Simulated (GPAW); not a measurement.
# Work function of 1T-VBrI monolayer at several levels

Aim: the work function of both faces of 1T-VBrI monolayer, and its spread over functionals and bases. Where a layer proves gapped, the work function hangs on where the smearing puts the Fermi level, and the band edges take its place.

Calculated with GPAW 26.7.0; GPAW, PAW setups; layer in a repeated cell with vacuum, relaxation of atoms and in-plane cell, in the first sound run; inputs show where later runs differ.

## 1. Starting point

The cell holds 3 atoms: 1 I, 1 V and 1 Br. Cell: a = 3.908 Å, b = 3.908 Å, c = 21.198 Å, α = 90.0°, β = 90.0°, γ = 120.0°. Vacuum lies along c.

## 2. Relaxing the atoms

Forces are removed first; all later runs use this geometry.

Input file run.py:

```python
import json
import numpy as np
from ase import Atoms
from ase.filters import FrechetCellFilter
from ase.optimize import BFGS
from gpaw import GPAW, PW

slab = Atoms(
    ['I', 'V', 'Br'],
    positions=[
        [1.95383, 1.12805, 9.00000],
        [0.00000, 0.00000, 10.76343],
        [-0.00000, 2.25609, 12.19788]],
    cell=[[3.90767, 0.0, 0.0], [-1.95383, 3.38414, 0.0], [0.0, 0.0, 21.1979]],
    pbc=[True, True, True],
    magmoms=[0.0, 1.0, 0.0])

slab.calc = GPAW(mode=PW(600), xc='PBE', kpts={'size': (9, 9, 1), 'gamma': True},
                 occupations={'name': 'fermi-dirac', 'width': 0.05}, nbands='160%',
                 convergence={'density': 1e-05}, maxiter=200,
                 symmetry={'tolerance': 1e-3}, txt='slab.txt')
result = {}
# The in-plane cell is free; stress needs a cell that repeats along all three vectors
path = []
opt = BFGS(FrechetCellFilter(slab, mask=[1, 1, 0, 0, 0, 1]), maxstep=0.2)
opt.attach(lambda: path.append((slab.get_potential_energy(), slab.positions.tolist(), slab.get_forces().tolist())))
result['relaxed'] = bool(opt.run(fmax=0.02, steps=45))
result['path'] = path
result['cell'] = slab.cell.tolist()
print('in-plane lattice', slab.cell.cellpar().round(4)[[0, 1, 5]])
energy = slab.get_potential_energy()
fermi = slab.calc.get_fermi_level()
v = slab.calc.get_electrostatic_potential().mean((0, 1)) - fermi
n = slab.calc.get_pseudo_density().mean((0, 1))
L = slab.cell[2, 2]
z = np.arange(len(v)) * L / len(v)
low, high = slab.positions[:, 2].min(), slab.positions[:, 2].max()
below, above = np.interp([low - 6.8, high + 6.8], z, v)
slopes = [np.interp(x, z, np.gradient(v, z)) for x in (low - 6.8, high + 6.8)]
eps = np.array([[slab.calc.get_eigenvalues(k, s) for k in range(len(slab.calc.get_ibz_k_points()))]
                for s in range(slab.calc.get_number_of_spins())]) - fermi
top, bottom = eps[eps < 0].max(), eps[eps > 0].min()
dipole = slab.get_dipole_moment()[2]
print(f'energy {energy:.4f} eV, Fermi level {fermi:.4f} eV, dipole {dipole:.5f} e A')
print(f'potential 6.8 A off the faces, from the Fermi level: lower {below:.4f} eV, upper {above:.4f} eV')
print(f'slope of the potential there: lower {slopes[0]:.5f}, upper {slopes[1]:.5f} eV/A')
print(f'nearest levels on the mesh: {top:.4f} and {bottom:.4f} eV')
print('magnetic moment', round(slab.get_magnetic_moment(), 3))
result.update(energy=energy, fermi=fermi, dipole=dipole, below=below, above=above, slopes=slopes, edges=[top, bottom],
              z=z.tolist(), v=v.tolist(), n=n.tolist(), positions=slab.positions.tolist(),
              forces=slab.get_forces(apply_constraint=False).tolist(), moments=slab.get_magnetic_moments().tolist())
json.dump(result, open('result.json', 'w'))
```

Started as:

```sh
$ OMP_NUM_THREADS=1 OPENBLAS_NUM_THREADS=1 python run.py
```

The log of the run:

```text
Step          Energy          fmax
BFGS:    0      -13.532293        0.419694
BFGS:    1      -13.536240        0.386176
BFGS:    2      -13.560175        0.188046
BFGS:    3      -13.561618        0.169106
BFGS:    4      -13.570933        0.008521
in-plane lattice [  3.9878   3.9878 119.9999]
energy -13.5709 eV, Fermi level -1.1865 eV, dipole -0.03654 e A
potential 6.8 A off the faces, from the Fermi level: lower 3.8953 eV, upper 3.9994 eV
slope of the potential there: lower -0.02272, upper -0.02270 eV/A
nearest levels on the mesh: -0.6396 and 0.5882 eV
magnetic moment 3.0
```

The job ended after 4.8 min (1 thread of Intel Xeon 6975P-C (Granite Rapids), shared host; peak memory 0.57 GiB).

This step gave:

```
dipole along the normal                    : -0.03654 e·Å
levels nearest the Fermi level on the mesh : -0.6396, 0.5882 eV from the Fermi level
site moments                               : -0.03949, 2.535, -0.02414 μB
sum of the site moments                    : 2.472 μB
```

The electrostatic potential energy of an electron (without an applied field's), less the Fermi level, planar mean by z:

```csv
z (Å),"electrostatic potential energy of an electron (without an applied field's), less the Fermi level, planar mean (eV)"
0.0,3.95
0.5,3.94
1.0,3.92
1.5,3.91
2.0,3.90
2.5,3.89
3.0,3.88
3.5,3.87
4.0,3.86
4.5,3.85
5.0,3.83
5.5,3.82
6.0,3.81
6.5,3.77
7.0,3.68
7.5,3.28
8.0,1.58
8.5,-4.90
9.0,-16.6
9.5,-11.1
10.0,-4.31
10.5,-7.73
11.0,-7.51
11.5,-5.37
12.0,-11.8
12.5,-6.20
13.0,1.55
13.5,3.59
14.0,4.00
14.5,4.08
15.0,4.08
15.5,4.08
16.0,4.07
16.5,4.05
17.0,4.04
17.5,4.03
18.0,4.02
18.5,4.01
19.0,4.00
19.5,3.99
20.0,3.97
20.5,3.96
21.0,3.95
```

Pseudo valence density, planar mean against z:

z (Å), pseudo valence density, planar mean (e/Å³) and a bar:
```
        5       0.00 
        6       0.00 
        7       0.01 
        8       0.10 ####
        9       0.16 ######
       10       0.30 ###########
       11       0.80 ##############################
       12       0.31 ###########
       13       0.13 #####
       14       0.01 
       15       0.00 
       16       0.00
```

Site moment by atom:

```csv
atom,site moment (μB)
I1,-0.04
V2,2.54
Br3,-0.02
```

The relaxation lowered the energy of the cell by 0.0386 eV (energies extrapolated to zero smearing; the optimiser's log prints free energies). The largest force left on a free atom is 0.0045 eV/Å.

## 3. The slab's potential

With the geometry fixed, the planar mean of the potential gives the vacuum level on each side.

This step: GPAW, PAW setups; slab in vacuum (GPAW 26.7.0).

The cell differs from the one that the last finished run ended in (c 21.198 → 21.016 Å).

run.py, as its differences from that of step 2:

```diff
@@ -3,4 +3,2 @@
 from ase import Atoms
-from ase.filters import FrechetCellFilter
-from ase.optimize import BFGS
 from gpaw import GPAW, PW
@@ -10,22 +8,15 @@
     positions=[
-        [1.95383, 1.12805, 9.00000],
-        [0.00000, 0.00000, 10.76343],
-        [-0.00000, 2.25609, 12.19788]],
-    cell=[[3.90767, 0.0, 0.0], [-1.95383, 3.38414, 0.0], [0.0, 0.0, 21.1979]],
-    pbc=[True, True, True],
+        [1.99388, 1.15117, 9.00000],
+        [0.00000, -0.00000, 10.62853],
+        [-0.00000, 2.30234, 12.01604]],
+    cell=[[3.98777, -0.0, 0.0], [-1.99388, 3.45351, 0.0], [0.0, 0.0, 21.016]],
+    pbc=[True, True, False],
     magmoms=[0.0, 1.0, 0.0])
 
-slab.calc = GPAW(mode=PW(600), xc='PBE', kpts={'size': (9, 9, 1), 'gamma': True},
+slab.calc = GPAW(mode=PW(400), xc='PBE', kpts={'size': (9, 9, 1), 'gamma': True},
                  occupations={'name': 'fermi-dirac', 'width': 0.05}, nbands='160%',
                  convergence={'density': 1e-05}, maxiter=200,
+                 poissonsolver={'dipolelayer': 'xy'},
                  symmetry={'tolerance': 1e-3}, txt='slab.txt')
 result = {}
-# The in-plane cell is free; stress needs a cell that repeats along all three vectors
-path = []
-opt = BFGS(FrechetCellFilter(slab, mask=[1, 1, 0, 0, 0, 1]), maxstep=0.2)
-opt.attach(lambda: path.append((slab.get_potential_energy(), slab.positions.tolist(), slab.get_forces().tolist())))
-result['relaxed'] = bool(opt.run(fmax=0.02, steps=45))
-result['path'] = path
-result['cell'] = slab.cell.tolist()
-print('in-plane lattice', slab.cell.cellpar().round(4)[[0, 1, 5]])
 energy = slab.get_potential_energy()
```

The log of the run:

```text
energy -13.5464 eV, Fermi level -1.1636 eV, dipole -0.02821 e A
potential 6.8 A off the faces, from the Fermi level: lower 3.7632 eV, upper 4.1353 eV
slope of the potential there: lower -0.00002, upper 0.00002 eV/A
nearest levels on the mesh: -0.6393 and 0.5879 eV
magnetic moment 3.0
```

The job ended after 34 s (1 thread; peak memory 0.3 GiB).

Numbers from this step:

- dipole along the normal: -0.02821 e·Å
- levels nearest the Fermi level on the mesh: -0.6393, 0.5879 eV from the Fermi level
- upper work function: 4.135 eV
- lower work function: 3.763 eV
- site moments: -0.03945, 2.533, -0.02427 μB
- upper ionisation energy: 4.775 eV
- sum of the site moments: 2.470 μB

Electrostatic potential energy of an electron (without an applied field's), less the Fermi level, planar mean against z:

```csv
z (Å),"electrostatic potential energy of an electron (without an applied field's), less the Fermi level, planar mean (eV)"
0,3.95
1,3.76
2,3.76
3,3.76
4,3.76
5,3.76
6,3.75
7,3.61
8,0.783
9,-17.4
10,-4.43
11,-6.52
12,-12.2
13,2.28
14,4.06
15,4.13
16,4.13
17,4.14
18,4.14
19,4.14
20,4.14
```

Table of pseudo valence density, planar mean by z:

```csv
z (Å),"pseudo valence density, planar mean (e/Å³)"
0.00,0
0.64,0
1.07,0
1.72,0
2.14,0
2.79,0
3.43,1.3e-6
3.86,2.0e-6
4.50,3.8e-6
5.15,3.4e-5
5.58,1.1e-4
6.22,7.4e-4
6.65,0.00263
7.29,0.0179
7.93,0.108
8.36,0.255
9.01,0.141
9.65,0.322
10.08,0.356
10.72,1.09
11.15,0.413
11.79,0.327
12.44,0.289
12.87,0.142
13.51,0.0204
14.15,0.00261
14.58,6.8e-4
15.23,9.1e-5
15.65,2.4e-5
16.30,4.6e-6
16.94,0
17.37,0
18.01,0
18.66,0
19.09,0
19.73,0
20.16,0
20.80,0
```

The layer is gapped, so the Fermi level lies somewhere inside the gap, set by smearing and numerics, and these work functions are no property of the material; the band edges below the vacuum level are. The potential is flat to 2.3e-5 eV/Å where it is read, so the vacuum is wide enough.

## 4. Self-consistent run: xc = "LDA"

The same geometry under LDA, to see how far the functional moves the levels against the vacuum.

run.py, as its differences from that of step 3:

```diff
@@ -15,3 +15,3 @@
 
-slab.calc = GPAW(mode=PW(400), xc='PBE', kpts={'size': (9, 9, 1), 'gamma': True},
+slab.calc = GPAW(mode=PW(400), xc='LDA', kpts={'size': (9, 9, 1), 'gamma': True},
                  occupations={'name': 'fermi-dirac', 'width': 0.05}, nbands='160%',
```

The log of the run:

```text
energy -14.8823 eV, Fermi level -1.4208 eV, dipole -0.02912 e A
potential 6.8 A off the faces, from the Fermi level: lower 3.9970 eV, upper 4.3809 eV
slope of the potential there: lower -0.00002, upper 0.00002 eV/A
nearest levels on the mesh: -0.4411 and 0.3908 eV
magnetic moment 3.0
```

Run time: 28 s. Hardware: 1 thread; peak memory 0.28 GiB.

This step gave:

| Item | Value |
| --- | --- |
| dipole along the normal | -0.02912 e·Å |
| levels nearest the Fermi level on the mesh | -0.4411, 0.3908 eV from the Fermi level |
| upper work function | 4.381 eV |
| lower work function | 3.997 eV |
| site moments | -0.04032, 2.527, -0.02645 μB |
| upper ionisation energy | 4.822 eV |
| sum of the site moments | 2.460 μB |

The electrostatic potential energy of an electron (without an applied field's), less the Fermi level, planar mean by z:

```csv
z (Å),"electrostatic potential energy of an electron (without an applied field's), less the Fermi level, planar mean (eV)"
0.0,4.19
0.5,4.00
1.0,4.00
1.5,4.00
2.0,4.00
2.5,4.00
3.0,4.00
3.5,4.00
4.0,4.00
4.5,4.00
5.0,4.00
5.5,4.00
6.0,3.99
6.5,3.96
7.0,3.84
7.5,3.32
8.0,1.02
8.5,-7.12
9.0,-17.1
9.5,-8.50
10.0,-4.09
10.5,-8.22
11.0,-6.17
11.5,-5.97
12.0,-11.9
12.5,-3.68
13.0,2.53
13.5,4.01
14.0,4.30
14.5,4.37
15.0,4.38
15.5,4.38
16.0,4.38
16.5,4.38
17.0,4.38
17.5,4.38
18.0,4.38
18.5,4.38
19.0,4.38
19.5,4.38
20.0,4.38
20.5,4.38
```

Pseudo valence density, planar mean against z:

z (Å), pseudo valence density, planar mean (e/Å³) and a bar:
```
      5.5       0.00 
      6.0       0.00 
      6.5       0.00 
      7.0       0.01 
      7.5       0.03 #
      8.0       0.13 ####
      8.5       0.27 ########
      9.0       0.14 ####
      9.5       0.32 #########
     10.0       0.33 ##########
     10.5       1.04 ##############################
     11.0       0.62 ##################
     11.5       0.35 ##########
     12.0       0.29 #########
     12.5       0.27 ########
     13.0       0.10 ###
     13.5       0.02 #
     14.0       0.00 
     14.5       0.00 
     15.0       0.00 
     15.5       0.00
```

Force by atom:

```csv
atom,x (eV/Å),y (eV/Å),z (eV/Å),size
I1,0.000,0.000,0.582,0.582
V2,0.000,0.000,-0.017,0.017
Br3,0.000,0.000,-0.565,0.565
```

The highest filled level lies 0.441 eV under the Fermi level, so the ionisation energy from the upper face is 4.381 + 0.441 = 4.822 eV, against 4.775 eV in the base run.

## 5. Self-consistent run: xc = "vdW-DF2"

The same geometry under vdW-DF2, to see how far the functional moves the levels against the vacuum (the van der Waals functionals take revPBE setups).

run.py, as its differences from that of step 4:

```diff
@@ -15,3 +15,3 @@
 
-slab.calc = GPAW(mode=PW(400), xc='LDA', kpts={'size': (9, 9, 1), 'gamma': True},
+slab.calc = GPAW(mode=PW(400), xc='vdW-DF2', kpts={'size': (9, 9, 1), 'gamma': True},
                  occupations={'name': 'fermi-dirac', 'width': 0.05}, nbands='160%',
```

The log of the run:

```text
energy -229.6893 eV, Fermi level -1.4418 eV, dipole -0.02768 e A
potential 6.8 A off the faces, from the Fermi level: lower 4.1424 eV, upper 4.5075 eV
slope of the potential there: lower -0.00003, upper 0.00003 eV/A
nearest levels on the mesh: -0.7369 and 0.6857 eV
magnetic moment 3.0
```

Run time: 47 s. Hardware: 1 thread; peak memory 0.5 GiB.

Numbers from this step:

- dipole along the normal: -0.02768 e·Å
- levels nearest the Fermi level on the mesh: -0.7369, 0.6857 eV from the Fermi level
- upper work function: 4.507 eV
- lower work function: 4.142 eV
- site moments: -0.01870, 2.539, 4.82e-5 μB
- upper ionisation energy: 5.244 eV
- sum of the site moments: 2.520 μB

Electrostatic potential energy of an electron (without an applied field's), less the Fermi level, planar mean against z:

```csv
z (Å),"electrostatic potential energy of an electron (without an applied field's), less the Fermi level, planar mean (eV)"
0,4.32
1,4.14
2,4.14
3,4.14
4,4.14
5,4.14
6,4.13
7,3.95
8,0.956
9,-17.4
10,-4.55
11,-6.59
12,-12.1
13,2.51
14,4.41
15,4.50
16,4.51
17,4.51
18,4.51
19,4.51
20,4.51
```

The highest filled level lies 0.737 eV under the Fermi level, so the ionisation energy from the upper face is 4.507 + 0.737 = 5.244 eV, against 4.775 eV in the base run.

## 6. OptPBE vdW: xc = "optPBE-vdW"

The same geometry under optPBE-vdW, to see how far the functional moves the levels against the vacuum (the van der Waals functionals take revPBE setups).

run.py, as its differences from that of step 5:

```diff
@@ -15,3 +15,3 @@
 
-slab.calc = GPAW(mode=PW(400), xc='vdW-DF2', kpts={'size': (9, 9, 1), 'gamma': True},
+slab.calc = GPAW(mode=PW(400), xc='optPBE-vdW', kpts={'size': (9, 9, 1), 'gamma': True},
                  occupations={'name': 'fermi-dirac', 'width': 0.05}, nbands='160%',
```

The log of the run:

```text
energy -48.7625 eV, Fermi level -1.3696 eV, dipole -0.02791 e A
potential 6.8 A off the faces, from the Fermi level: lower 4.0196 eV, upper 4.3877 eV
slope of the potential there: lower -0.00002, upper 0.00002 eV/A
nearest levels on the mesh: -0.6575 and 0.6027 eV
magnetic moment 3.0
```

It took 48 s on 1 thread; peak memory 0.5 GiB.

Numbers from this step:

```yaml
dipole_along_the_normal: -0.02791 e·Å
levels_nearest_the_fermi_level_on_the_mesh: -0.6575, 0.6027 eV from the Fermi level
upper_work_function: 4.388 eV
lower_work_function: 4.020 eV
site_moments: -0.03895, 2.555, -0.02354 μB
upper_ionisation_energy: 5.045 eV
sum_of_the_site_moments: 2.493 μB
```

The highest filled level lies 0.658 eV under the Fermi level, so the ionisation energy from the upper face is 4.388 + 0.658 = 5.045 eV, against 4.775 eV in the base run.

## 7. Self-consistent run: xc = "RPBE"

The same geometry under RPBE, to see how far the functional moves the levels against the vacuum.

run.py, as its differences from that of step 6:

```diff
@@ -15,3 +15,3 @@
 
-slab.calc = GPAW(mode=PW(400), xc='optPBE-vdW', kpts={'size': (9, 9, 1), 'gamma': True},
+slab.calc = GPAW(mode=PW(400), xc='RPBE', kpts={'size': (9, 9, 1), 'gamma': True},
                  occupations={'name': 'fermi-dirac', 'width': 0.05}, nbands='160%',
```

The log of the run:

```text
energy -12.7739 eV, Fermi level -1.0833 eV, dipole -0.02818 e A
potential 6.8 A off the faces, from the Fermi level: lower 3.6888 eV, upper 4.0603 eV
slope of the potential there: lower -0.00002, upper 0.00002 eV/A
nearest levels on the mesh: -0.6773 and 0.6275 eV
magnetic moment 3.0
```

It took 34 s on 1 thread; peak memory 0.3 GiB.

This step gave:

| Property | Result |
| --- | --- |
| dipole along the normal | -0.02818 e·Å |
| levels nearest the Fermi level on the mesh | -0.6773, 0.6275 eV from the Fermi level |
| upper work function | 4.060 eV |
| lower work function | 3.689 eV |
| site moments | -0.04545, 2.548, -0.03080 μB |
| upper ionisation energy | 4.738 eV |
| sum of the site moments | 2.472 μB |

Electrostatic potential energy of an electron (without an applied field's), less the Fermi level, planar mean against z:

```csv
z (Å),"electrostatic potential energy of an electron (without an applied field's), less the Fermi level, planar mean (eV)"
0.0,3.87
0.5,3.69
1.0,3.69
1.5,3.69
2.0,3.69
2.5,3.69
3.0,3.69
3.5,3.69
4.0,3.69
4.5,3.69
5.0,3.69
5.5,3.69
6.0,3.68
6.5,3.65
7.0,3.53
7.5,3.00
8.0,0.708
8.5,-7.46
9.0,-17.4
9.5,-8.91
10.0,-4.54
10.5,-8.67
11.0,-6.63
11.5,-6.42
12.0,-12.3
12.5,-4.04
13.0,2.20
13.5,3.67
14.0,3.98
14.5,4.04
15.0,4.06
15.5,4.06
16.0,4.06
16.5,4.06
17.0,4.06
17.5,4.06
18.0,4.06
18.5,4.06
19.0,4.06
19.5,4.06
20.0,4.06
20.5,4.06
```

The highest filled level lies 0.677 eV under the Fermi level, so the ionisation energy from the upper face is 4.060 + 0.677 = 4.738 eV, against 4.775 eV in the base run.

## 8. Self-consistent run: xc = "revPBE"

The same geometry under revPBE, to see how far the functional moves the levels against the vacuum.

run.py, as its differences from that of step 7:

```diff
@@ -15,3 +15,3 @@
 
-slab.calc = GPAW(mode=PW(400), xc='RPBE', kpts={'size': (9, 9, 1), 'gamma': True},
+slab.calc = GPAW(mode=PW(400), xc='revPBE', kpts={'size': (9, 9, 1), 'gamma': True},
                  occupations={'name': 'fermi-dirac', 'width': 0.05}, nbands='160%',
```

The log of the run:

```text
energy -12.8470 eV, Fermi level -1.0855 eV, dipole -0.02804 e A
potential 6.8 A off the faces, from the Fermi level: lower 3.6834 eV, upper 4.0531 eV
slope of the potential there: lower -0.00002, upper 0.00002 eV/A
nearest levels on the mesh: -0.6684 and 0.6197 eV
magnetic moment 3.0
```

Elapsed: 34 s, on 1 thread; peak memory 0.3 GiB.

Numbers from this step:

| Quantity | Value |
| --- | --- |
| dipole along the normal | -0.02804 e·Å |
| levels nearest the Fermi level on the mesh | -0.6684, 0.6197 eV from the Fermi level |
| upper work function | 4.053 eV |
| lower work function | 3.683 eV |
| site moments | -0.04438, 2.546, -0.02990 μB |
| upper ionisation energy | 4.722 eV |
| sum of the site moments | 2.471 μB |

Table of electrostatic potential energy of an electron (without an applied field's), less the Fermi level, planar mean by z:

```csv
z (Å),"electrostatic potential energy of an electron (without an applied field's), less the Fermi level, planar mean (eV)"
0.0,3.87
0.5,3.68
1.0,3.68
1.5,3.68
2.0,3.68
2.5,3.68
3.0,3.68
3.5,3.68
4.0,3.68
4.5,3.68
5.0,3.68
5.5,3.68
6.0,3.67
6.5,3.65
7.0,3.53
7.5,3.01
8.0,0.722
8.5,-7.44
9.0,-17.4
9.5,-8.89
10.0,-4.51
10.5,-8.65
11.0,-6.60
11.5,-6.39
12.0,-12.3
12.5,-4.02
13.0,2.21
13.5,3.68
14.0,3.97
14.5,4.04
15.0,4.05
15.5,4.05
16.0,4.05
16.5,4.05
17.0,4.05
17.5,4.05
18.0,4.05
18.5,4.05
19.0,4.05
19.5,4.05
20.0,4.05
20.5,4.05
```

The highest filled level lies 0.668 eV under the Fermi level, so the ionisation energy from the upper face is 4.053 + 0.668 = 4.722 eV, against 4.775 eV in the base run.

[end of part 1 of 2]

[Logs are printed without paths, hosts, clocks, repeated set-up lines and the standing remarks that a program may print on its own settings, such as how far it seeks lower states.]

[Hosts, paths, dates, database ids (printed as entryN), source tags and the programs' standing remarks are cut or masked in the printed files.]
